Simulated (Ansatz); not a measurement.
**Na2MgSiS4, from a guessed structure to a relaxed one**

Starting from a made-up structure for Na2MgSiS4, the aim is the relaxed cell, its shortest contacts and, where a second run follows, its electronic structure.

Calculated with Ansatz 0.2.0; DFT, PBE, plane-wave PAW, files of the set soft_1, scalar-relativistic, no spin, cell and ions relaxed at zero pressure; PAW set soft_1.

### Step 1. The starting structure

It takes space group I-42m (No. 121, tetragonal). The conventional cell has a = 7.324 Å, b = 7.324 Å, c = 6.281 Å, α = 90.00°, β = 90.00°, γ = 90.00°. Nearest to S lie 1 Si at 2.12 Å and 1 Mg at 2.44 Å and 4 Na at 3.07 to 3.29 Å. Nearest to Si lie 4 S at 2.12 Å and 2 Mg at 3.14 Å. Nearest to Mg lie 4 S at 2.44 Å and 2 Si at 3.14 Å. Na has 8 S at 3.07 to 3.29 Å and 2 Na at 3.14 Å nearest. Farther neighbours and most contacts between anions are not listed.

### Step 2. Relaxing cell and atoms

The guess takes its coordinates from another compound and its volume from a rule, so the cell and any free coordinates are relaxed together.

File input.yaml:

```yaml
crystal:
  lattice:
    - [-3.662, 3.662, 3.1405]
    - [3.662, -3.662, 3.1405]
    - [3.662, 3.662, -3.1405]
  atoms:
    - { symbol: S, position: [0.3728, 0.3728, 0.318] }
    - { symbol: S, position: [0.0548, 0.0548, 0.682] }
    - { symbol: S, position: [0.6272, 0.9452, 0.0] }
    - { symbol: S, position: [0.9452, 0.6272, 0.0] }
    - { symbol: Si, position: [0.0, 0.0, 0.0] }
    - { symbol: Mg, position: [0.5, 0.5, 0.0] }
    - { symbol: Na, position: [0.0, 0.5, 0.5] }
    - { symbol: Na, position: [0.5, 0.0, 0.5] }
kpoints:
  mp_grid: { grid: [6, 6, 6] }
scf:
  occupations: { method: fermi_dirac, width: 0.05 }
hamiltonian:
  xc: pbe
  pseudopotentials: { kind: paw, azcp: { folder: soft_1 } }
relax:
  f_tol: 0.015
  max_steps: 70
  cell: {}
output:
  forces: true
  stress: true
```

Started as:

```sh
$ ansatz run input.yaml --threads 4 --pin off --max-ram 10240MiB --backend cpu --events-out ev --progress --plain --runs-dir out
```

Numbers of over 12 decimals in the logs are rounded to 6 here.

Output:

```text
Engine: ansatz 0.2.0, aarch64-unknown-linux-gnu
Pseudopotentials: kind: paw
Pseudopotential: S, paw, valence charge 6, recommended cutoff 420 eV (normal), soft_1/S.paw.azcp
Pseudopotential: Si, paw, valence charge 4, recommended cutoff 420 eV (normal), soft_1/Si.paw.azcp
Pseudopotential: Mg, paw, valence charge 10, recommended cutoff 420 eV (normal), soft_1/Mg.paw.azcp
Pseudopotential: Na, paw, valence charge 9, recommended cutoff 420 eV (normal), soft_1/Na.paw.azcp
Functional definition: PBE
  parameter kappa = 0.804
  parameter beta = 0.066725
  exchange = pbe_x(kappa = kappa, mu = beta*pi^2/3)
  correlation = pbe_c(beta = beta)
Crystal: 8 atoms, lattice volume = 168.459 Å³
Basis set: ecut = 420 eV, 3267 PW (Γ), exchange–correlation on 90×90×90 points (8 copies of the dense FFT grid, shifted against one another)
Bands: 36, of which v1, the nominal top of the filled ones, is band 28 counted from 1 (27 counted from 0)
Symmetry: 8 space group operations
Space group: I-42m (ITA 121), of the structure as read, at distance tolerance 5.5e-5 Å
k-points: 30 of 216 (time reversal used)
Non-local potential: S, projectors of the file, l = 0: 2, l = 1: 2, l = 2: 1
Non-local potential: Si, projectors of the file, l = 0: 2, l = 1: 2, l = 2: 1
Non-local potential: Mg, projectors of the file, l = 0: 3, l = 1: 2, l = 2: 1
Non-local potential: Na, projectors of the file, l = 0: 3, l = 1: 2, l = 2: 1
PAW form: soft (Blöchl's): semilocal exchange-correlation on the pseudo side does not see the compensation charge
PAW one-centre angular grid: S, 110 points (default); XC on 64 Gauss nodes
PAW one-centre angular grid: Si, 110 points (default); XC on 64 Gauss nodes
PAW one-centre angular grid: Mg, 110 points (default); XC on 64 Gauss nodes
PAW one-centre angular grid: Na, 110 points (default); XC on 64 Gauss nodes
Initial density: superposition of atomic densities (chi_scale 0.1, normalization cell, long waves kept (reshape's long-wave potential 0.02 eV rms))
Initial wavefunctions: pseudopotential atomic-orbital guess
Functional: x = pbe(κ = 0.804, μ = 0.219515), c = pbe(β = 0.066725)
SCF iter   1: F=—  HF=-9150.481261 eV  |F-HF|=—  |Δ(HF+E_count)|=         —  Δρ=4.85e-2  dr2=3.22e0  ethr=3.10e-3  ⟨swp⟩=9.5  Hψ=6035  notcnv=0  defer=2
preconditioner: auto → Resta (q_TF=auto, 2.271 Å⁻¹)  ε∞=3.7  [insulator: Δε(μ)=2.626 eV  Ē_g=9.914 eV  σ=0.050 eV  W_gap=1.00  n_scr=34 (ndim 8)  ℏωp=16.2 eV  f_vac=0.000  D(μ)=0.00/eV (n_scr^D=0)  ε∞_Penn≈3.7]
SCF iter   2: F=—  HF=-9149.483349 eV  |F-HF|=—  |Δ(HF+E_count)|=   9.98e-1  Δρ=2.15e-2  dr2=7.55e-1  ethr=3.10e-3  ⟨swp⟩=3.0  Hψ=2447  notcnv=0  defer=69
SCF iter   3: F=—  HF=-9149.320989 eV  |F-HF|=—  |Δ(HF+E_count)|=   1.62e-1  Δρ=4.90e-3  dr2=5.29e-2  ethr=1.35e-3  ⟨swp⟩=3.1  Hψ=2238  notcnv=0  defer=69
SCF iter   4: F=—  HF=-9149.321895 eV  |F-HF|=—  |Δ(HF+E_count)|=   9.07e-4  Δρ=1.10e-3  dr2=2.58e-3  ethr=9.44e-5  ⟨swp⟩=3.7  Hψ=2057  notcnv=0  defer=69
SCF iter   5: F=—  HF=-9149.322885 eV  |F-HF|=—  |Δ(HF+E_count)|=   9.89e-4  Δρ=3.96e-4  dr2=2.36e-4  ethr=4.61e-6  ⟨swp⟩=2.0  Hψ=1831  notcnv=0  defer=69
SCF iter   6: F=—  HF=-9149.323046 eV  |F-HF|=—  |Δ(HF+E_count)|=   1.61e-4  Δρ=7.46e-5  dr2=7.22e-6  ethr=4.21e-7  ⟨swp⟩=2.0  Hψ=1851  notcnv=0  defer=69
SCF iter   7: F=—  HF=-9149.323097 eV  |F-HF|=—  |Δ(HF+E_count)|=   5.16e-5  Δρ=1.85e-5  dr2=4.73e-7  ethr=1.29e-8  ⟨swp⟩=2.0  Hψ=1914  notcnv=0  defer=69
SCF iter   8: F=-9149.323098 eV  HF=-9149.323098 eV  |F-HF|=1.49e-8  |Δ(HF+E_count)|=   9.93e-7  Δρ=3.25e-6  dr2=2.64e-8  ethr=1.79e-10  ⟨swp⟩=6.0  Hψ=4112  notcnv=0
SCF 1 converged in 8 iterations: F = -9149.323098 eV  dr2 = 2.64e-8
  greatest PAW one-centre occupation: 1.000 electrons in one spin orbital (limit 2), on the Mg atom at site 5 (counted from 0), in its partial waves of l = 0
relax step   1: F+E_penalty+E_count = -9149.32309826 eV  Δ(F+E_penalty+E_count) = +0.000e0 eV  max|allowed force component| = 5.816e-1 eV/Å  Δτ_max = 0.0000 Å  P = +1.640 GPa  Ω = 168.459 Å³  (8 SCF iters, dr2 threshold 1.00e-7 eV, accepted)
Crystal: 8 atoms, lattice volume = 164.353 Å³
Basis set: ecut = 420 eV, 3171 PW (Γ), exchange–correlation on 90×90×90 points (8 copies of the dense FFT grid, shifted against one another)
Initial density: handed on by an earlier stage of this run
Initial wavefunctions: those handed on with the density
iter 1 solved again at ethr=6.35e-5 eV; its pass at ethr=3.10e-3 eV (dr2=3.56e-2 eV) is discarded
SCF iter   1: F=—  HF=-9149.417820 eV  |F-HF|=—  |Δ(HF+E_count)|=         —  Δρ=4.19e-3  dr2=3.55e-2  ethr=6.35e-5  ⟨swp⟩=1.8  Hψ=6802  notcnv=0
preconditioner: auto → Resta (q_TF=auto, 2.280 Å⁻¹)  ε∞=3.7  [insulator: Δε(μ)=3.052 eV  Ē_g=9.965 eV  σ=0.050 eV  W_gap=1.00  n_scr=34 (ndim 8)  ℏωp=16.4 eV  f_vac=0.000  D(μ)=0.00/eV (n_scr^D=0)  ε∞_Penn≈3.7]
SCF iter   2: F=—  HF=-9149.409933 eV  |F-HF|=—  |Δ(HF+E_count)|=   7.89e-3  Δρ=2.24e-3  dr2=9.87e-3  ethr=6.34e-5  ⟨swp⟩=1.4  Hψ=1103  notcnv=0
SCF iter   3: F=—  HF=-9149.407613 eV  |F-HF|=—  |Δ(HF+E_count)|=   2.32e-3  Δρ=3.24e-4  dr2=2.36e-4  ethr=1.76e-5  ⟨swp⟩=2.4  Hψ=1764  notcnv=0
SCF iter   4: F=—  HF=-9149.407618 eV  |F-HF|=—  |Δ(HF+E_count)|=   5.42e-6  Δρ=1.00e-4  dr2=3.00e-5  ethr=4.21e-7  ⟨swp⟩=2.0  Hψ=1644  notcnv=0
SCF iter   5: F=—  HF=-9149.407615 eV  |F-HF|=—  |Δ(HF+E_count)|=   3.29e-6  Δρ=3.02e-5  dr2=2.04e-6  ethr=5.36e-8  ⟨swp⟩=2.5  Hψ=1837  notcnv=0
SCF iter   6: F=-9149.407615 eV  HF=-9149.407615 eV  |F-HF|=8.31e-8  |Δ(HF+E_count)|=   3.23e-7  Δρ=1.26e-5  dr2=1.90e-7  ethr=1.43e-9  ⟨swp⟩=5.6  Hψ=4068  notcnv=0
SCF 2 converged in 6 iterations: F = -9149.407615 eV  dr2 = 1.90e-7
relax step   2: F+E_penalty+E_count = -9149.40761539 eV  Δ(F+E_penalty+E_count) = -8.452e-2 eV  max|allowed force component| = 4.918e-2 eV/Å  Δτ_max = 0.0812 Å  P = +0.473 GPa  Ω = 164.353 Å³  energy of the carried Pulay correction = +2.403e-4 eV  (6 SCF iters, dr2 threshold 8.00e-7 eV, accepted)
Crystal: 8 atoms, lattice volume = 165.543 Å³
Basis set: ecut = 420 eV, 3203 PW (Γ), exchange–correlation on 90×90×90 points (8 copies of the dense FFT grid, shifted against one another)
iter 1 solved again at ethr=2.51e-6 eV; its pass at ethr=3.10e-3 eV (dr2=1.41e-3 eV) is discarded
SCF iter   1: F=—  HF=-9149.424703 eV  |F-HF|=—  |Δ(HF+E_count)|=         —  Δρ=1.03e-3  dr2=1.55e-3  ethr=2.51e-6  ⟨swp⟩=2.4  Hψ=6735  notcnv=0
preconditioner: auto → Resta (q_TF=auto, 2.277 Å⁻¹)  ε∞=3.7  [insulator: Δε(μ)=3.011 eV  Ē_g=9.945 eV  σ=0.050 eV  W_gap=1.00  n_scr=34 (ndim 8)  ℏωp=16.3 eV  f_vac=0.000  D(μ)=0.00/eV (n_scr^D=0)  ε∞_Penn≈3.7]
SCF iter   2: F=—  HF=-9149.424508 eV  |F-HF|=—  |Δ(HF+E_count)|=   1.95e-4  Δρ=5.84e-4  dr2=5.21e-4  ethr=2.51e-6  ⟨swp⟩=1.0  Hψ=1080  notcnv=0
SCF iter   3: F=—  HF=-9149.424536 eV  |F-HF|=—  |Δ(HF+E_count)|=   2.83e-5  Δρ=1.01e-4  dr2=1.67e-5  ethr=9.30e-7  ⟨swp⟩=2.1  Hψ=1559  notcnv=0
SCF iter   4: F=—  HF=-9149.424539 eV  |F-HF|=—  |Δ(HF+E_count)|=   2.97e-6  Δρ=3.82e-5  dr2=2.06e-6  ethr=2.99e-8  ⟨swp⟩=2.0  Hψ=1920  notcnv=0
SCF iter   5: F=-9149.424539 eV  HF=-9149.424539 eV  |F-HF|=3.12e-9  |Δ(HF+E_count)|=   1.28e-8  Δρ=1.01e-5  dr2=2.39e-7  ethr=1.43e-9  ⟨swp⟩=5.0  Hψ=3837  notcnv=0
SCF 3 converged in 5 iterations: F = -9149.424539 eV  dr2 = 2.39e-7
relax step   3: F+E_penalty+E_count = -9149.42453902 eV  Δ(F+E_penalty+E_count) = -1.692e-2 eV  max|allowed force component| = 1.489e-2 eV/Å  Δτ_max = 0.0084 Å  P = +0.121 GPa  Ω = 165.543 Å³  energy of the carried Pulay correction = +1.700e-4 eV  (5 SCF iters, dr2 threshold 8.00e-7 eV, accepted)
Crystal: 8 atoms, lattice volume = 165.694 Å³
iter 1 solved again at ethr=2.09e-7 eV; its pass at ethr=3.10e-3 eV (dr2=1.17e-4 eV) is discarded
SCF iter   1: F=—  HF=-9149.425138 eV  |F-HF|=—  |Δ(HF+E_count)|=         —  Δρ=2.11e-4  dr2=1.39e-4  ethr=2.09e-7  ⟨swp⟩=3.1  Hψ=6210  notcnv=0
preconditioner: auto → Resta (q_TF=auto, 2.277 Å⁻¹)  ε∞=3.7  [insulator: Δε(μ)=2.992 eV  Ē_g=9.935 eV  σ=0.050 eV  W_gap=1.00  n_scr=34 (ndim 8)  ℏωp=16.3 eV  f_vac=0.000  D(μ)=0.00/eV (n_scr^D=0)  ε∞_Penn≈3.7]
SCF iter   2: F=—  HF=-9149.425120 eV  |F-HF|=—  |Δ(HF+E_count)|=   1.81e-5  Δρ=1.16e-4  dr2=3.82e-5  ethr=2.09e-7  ⟨swp⟩=2.0  Hψ=1281  notcnv=0
SCF iter   3: F=—  HF=-9149.425114 eV  |F-HF|=—  |Δ(HF+E_count)|=   5.95e-6  Δρ=2.08e-5  dr2=9.59e-7  ethr=6.81e-8  ⟨swp⟩=2.0  Hψ=1429  notcnv=0
SCF iter   4: F=-9149.425114 eV  HF=-9149.425114 eV  |F-HF|=1.79e-8  |Δ(HF+E_count)|=   3.39e-7  Δρ=6.24e-6  dr2=6.23e-8  ethr=4.36e-10  ⟨swp⟩=5.7  Hψ=4199  notcnv=0
SCF 4 converged in 4 iterations: F = -9149.425114 eV  dr2 = 6.23e-8
relax step   4: F+E_penalty+E_count = -9149.42511402 eV  Δ(F+E_penalty+E_count) = -5.750e-4 eV  max|allowed force component| = 7.063e-3 eV/Å  Δτ_max = 0.0026 Å  P = +0.006 GPa  Ω = 165.694 Å³  energy of the carried Pulay correction = +1.612e-4 eV  (4 SCF iters, dr2 threshold 2.44e-7 eV, accepted)
Initial wavefunctions: pseudopotential atomic-orbital guess (no wavefunctions were taken with the density)
iter 1 solved again at ethr=7.21e-6 eV; its pass at ethr=3.10e-3 eV (dr2=4.04e-3 eV) is discarded
SCF iter   1: F=—  HF=-9149.424907 eV  |F-HF|=—  |Δ(HF+E_count)|=         —  Δρ=1.99e-5  dr2=9.52e-7  ethr=7.21e-6  ⟨swp⟩=3.0  Hψ=8348  notcnv=0
eigensolver tolerance schedule: the retry pair's looser diagonalisation over-reported the residual by 4239.39 of it (diagonalisation noise at an unbounded share of the residual, at the tolerance the schedule requests for it); recorded, not acted on — ethr = c·dr2/N_el stays at c = 1.0e-1
preconditioner: auto → Resta (q_TF=auto, 2.277 Å⁻¹)  ε∞=3.7  [insulator: Δε(μ)=2.991 eV  Ē_g=9.935 eV  σ=0.050 eV  W_gap=1.00  n_scr=34 (ndim 8)  ℏωp=16.3 eV  f_vac=0.000  D(μ)=0.00/eV (n_scr^D=0)  ε∞_Penn≈3.7]
SCF iter   2: F=—  HF=-9149.424964 eV  |F-HF|=—  |Δ(HF+E_count)|=   5.74e-5  Δρ=1.45e-5  dr2=5.13e-7  ethr=1.70e-9  ⟨swp⟩=3.9  Hψ=2710  notcnv=0
SCF iter   3: F=—  HF=-9149.424964 eV  |F-HF|=—  |Δ(HF+E_count)|=   9.68e-8  Δρ=9.50e-6  dr2=1.90e-7  ethr=9.17e-10  ⟨swp⟩=1.0  Hψ=1080  notcnv=0
SCF iter   4: F=—  HF=-9149.424964 eV  |F-HF|=—  |Δ(HF+E_count)|=   1.17e-8  Δρ=2.83e-6  dr2=2.92e-8  ethr=3.39e-10  ⟨swp⟩=3.0  Hψ=2056  notcnv=0
SCF iter   5: F=—  HF=-9149.424964 eV  |F-HF|=—  |Δ(HF+E_count)|=   2.22e-9  Δρ=2.42e-6  dr2=1.65e-8  ethr=5.22e-11  ⟨swp⟩=1.0  Hψ=1080  notcnv=0
SCF iter   6: F=—  HF=-9149.424964 eV  |F-HF|=—  |Δ(HF+E_count)|=   3.50e-9  Δρ=1.41e-6  dr2=5.36e-9  ethr=2.95e-11  ⟨swp⟩=1.2  Hψ=1146  notcnv=0
SCF iter   7: F=-9149.424964 eV  HF=-9149.424964 eV  |F-HF|=4.00e-11  |Δ(HF+E_count)|=   1.21e-9  Δρ=1.82e-7  dr2=5.22e-11  ethr=1.00e-12  ⟨swp⟩=5.0  Hψ=4921  notcnv=0
SCF 5 converged in 7 iterations: F = -9149.424964 eV  dr2 = 5.22e-11
relax step   5: F+E_penalty+E_count = -9149.42496416 eV  Δ(F+E_penalty+E_count) = +1.499e-4 eV  max|allowed force component| = 7.050e-3 eV/Å  Δτ_max = 0.0000 Å  P = +0.006 GPa  Ω = 165.694 Å³  stress off target by 1.78e-2 GPa  SCF on the basis re-selected at this cell (its energy is not comparable with the rows above)  (7 SCF iters)
basis re-selected at this cell: Δ(F+E_penalty+E_count) = +1.499e-4 eV, ΔP = -0.000 GPa vs the last step (what re-selecting the basis moved, of the pressure what is left beyond the Pulay correction that the steps carried, after the strain that the cell walked since its last selection, with what the two solves' SCF thresholds leave and, on support functions, any second-order correction that the steps lacked; it is no m [...]
SCF converged after 7 iterations
Free energy (F): -9149.424964 eV
Harris-Foulkes:  -9149.424964 eV  (|F-HF|=4.00e-11)
Internal energy: -9149.424964 eV  (E = F + TS)
E sigma→0 (E₀):  -9149.424964 eV
Fermi energy:    5.748435 eV
--- Per-component energies (eV) ---
  E_band       = -792.845700
  E_kinetic    = 764.740773
  E_local      = -5259.083752  (includes V_loc(G=0)·N_el)
  E_nonlocal   = 910.337837
  E_hartree    = 1792.219750
  E_xc         = -515.738235
  E_vxc        = -511.931503  (∫ρ·V_xc dr)
  E_paw        = -3833.295700  (= ΣΔE_a)
  E_vpaw       = -281.348543  (= ΣTr[D̂ρ^β])
  E_aug_tail   = -0.000071  (compensation charges beyond the density's cutoff)
  E_ewald      = -3008.605566
  E_smearing   = -0.000000  (= −TS)
  E_closure    = 0.000000  (closes the sum)
  Σ components = -9149.424964   (vs F -9149.424964, Δ=0.00e0)
--- Forces (eV/Å), atoms counted from 1 ---
  atom   1  S      0.00185024     0.00185024    -0.00705008
  atom   2  S     -0.00185024    -0.00185024    -0.00705008
  atom   3  S      0.00185024    -0.00185024     0.00705008
  atom   4  S     -0.00185024     0.00185024     0.00705008
  atom   5  Si     0.00000000    -0.00000000     0.00000000
  atom   6  Mg    -0.00000000     0.00000000     0.00000000
  atom   7  Na     0.00000000     0.00000000    -0.00000000
  atom   8  Na     0.00000000    -0.00000000    -0.00000000
  max |Σ_I F_I| component: 5.90e-17 eV/Å
--- Stress (GPa, compression-positive) ---
        0.000141      -0.000000      -0.000000
        0.000000       0.000141       0.000000
       -0.000000       0.000000       0.017811
  P = ⅓ Tr σ = 0.0060 GPa (0.060 kbar)
--- Relaxed structure (4 steps of the walk, 4 accepted, 1 SCFs on fresh bases) ---
  F+E_penalty+E_count = -9149.42496416 eV   max|allowed force component| = 7.050e-3 eV/Å   (the final SCF, on the basis selected at the relaxed cell)
  cell:  # Å, volume = 165.6935 Å³
    - [-3.630298, 3.630298, 3.143120]
    - [3.630298, -3.630298, 3.143120]
    - [3.630298, 3.630298, -3.143120]
  atoms:
    - { symbol: S, position: [0.376304, 0.376304, 0.331862] }
    - { symbol: S, position: [0.044442, 0.044442, 0.668138] }
    - { symbol: S, position: [0.623696, 0.955558, -2.7755575615628914e-17] }
    - { symbol: S, position: [0.955558, 0.623696, -2.7755575615628914e-17] }
    - { symbol: Si, position: [2.9109770541034466e-19, 2.0597806461581096e-19, 3.5898283291607704e-19] }
    - { symbol: Mg, position: [0.500000, 0.500000, 3.5898283291607685e-19] }
    - { symbol: Na, position: [2.9109770541034466e-19, 0.5, 0.5] }
    - { symbol: Na, position: [0.5, 2.0597806461581075e-19, 0.5] }
```

It took 18 s on 4 threads of Arm Neoverse V1, shared host; peak memory 0.53 GiB.

The steps of the relaxation:

```csv
step,energy less that of the first step (eV),largest force component (eV/Å),pressure (GPa),volume (Å³)
1,0.0000,0.5816,1.64,168.46
2,-0.0845,0.0492,0.47,164.35
3,-0.1014,0.0149,0.12,165.54
4,-0.1020,0.0071,0.01,165.69
5*,-0.1019,0.0070,0.01,165.69
```

Relaxation steps marked * repeat the geometry before them on a plane-wave basis chosen anew for their cell, so energy and pressure can jump there.

The run keeps the 8 symmetry operations that it works with, so distortions that break them were not tested.

```csv
"conventional cell, symmetrised",before,after,change
a (Å),7.324,7.261,-0.9 %
b (Å),7.324,7.261,-0.9 %
c (Å),6.281,6.286,+0.1 %
volume (Å³/atom),21.06,20.71,-1.6 %
```

The atoms that moved most (Å, as changes of fractional coordinates times the final cell):

```csv
atom,dx,dy,dz,length
S2,-0.050,-0.050,-0.022,0.074
S3,0.050,-0.050,0.022,0.074
S4,-0.050,0.050,0.022,0.074
S1,0.050,0.050,-0.022,0.074
```

The relaxed structure:

```
S Si Mg Na
1.0
    -3.63030    3.63030    3.14312
     3.63030   -3.63030    3.14312
     3.63030    3.63030   -3.14312
S Si Mg Na
4 1 1 2
Direct
  0.37630 0.37630 0.33186
  0.04444 0.04444 0.66814
  0.62370 0.95556 0.00000
  0.95556 0.62370 0.00000
  0.00000 0.00000 0.00000
  0.50000 0.50000 0.00000
  0.00000 0.50000 0.50000
  0.50000 0.00000 0.50000
```

This step gave:

```
free energy         : -9149.4250 eV
Fermi energy        : 5.748 eV
gap by band count   : 2.991 eV
electrons           : 56
symmetry operations : 8
pressure            : 0.006031 GPa
```

Shortest distances by pair of elements, guess and relaxed (not always the same contact):

```csv
pair,guess (Å),relaxed (Å)
S–Si,2.125,2.157
Mg–S,2.438,2.494
Na–S,3.065,3.014
Mg–Si,3.140,3.143
Na–Na,3.140,3.143
```

The relaxation ends with a largest force component of 0.0070 eV/Å and a pressure of 0.01 GPa.

### Step 3. Outcome

```json
{
 "space group, relaxed": "I-42m",
 "conventional cell": "a = 7.261, b = 7.261, c = 6.286 Å; α = 90.0°, β = 90.0°, γ = 90.0°",
 "volume per atom": "20.71 Å³ (guess 21.06)"
}
```

What this shows: Na2MgSiS4 relaxes to I-42m with a = 7.261, b = 7.261 and c = 6.286 Å. The guessed volume was 2 % too large. The space group I-42m was held in the relaxation, so the end point is a stationary structure within it and may be a saddle against distortions or other arrangements. Mesh and cutoff weren't tested. No dispersion term is used, so weakly bound directions may come out too long. Nothing here tests whether the compound is stable against decomposition.

[Logs are printed without paths, hosts, clocks, repeated set-up lines and the standing remarks that a program may print on its own settings, such as how far it seeks lower states.]

[Hosts, paths, dates, database ids (printed as entryN), source tags and the programs' standing remarks are cut or masked in the printed files.]
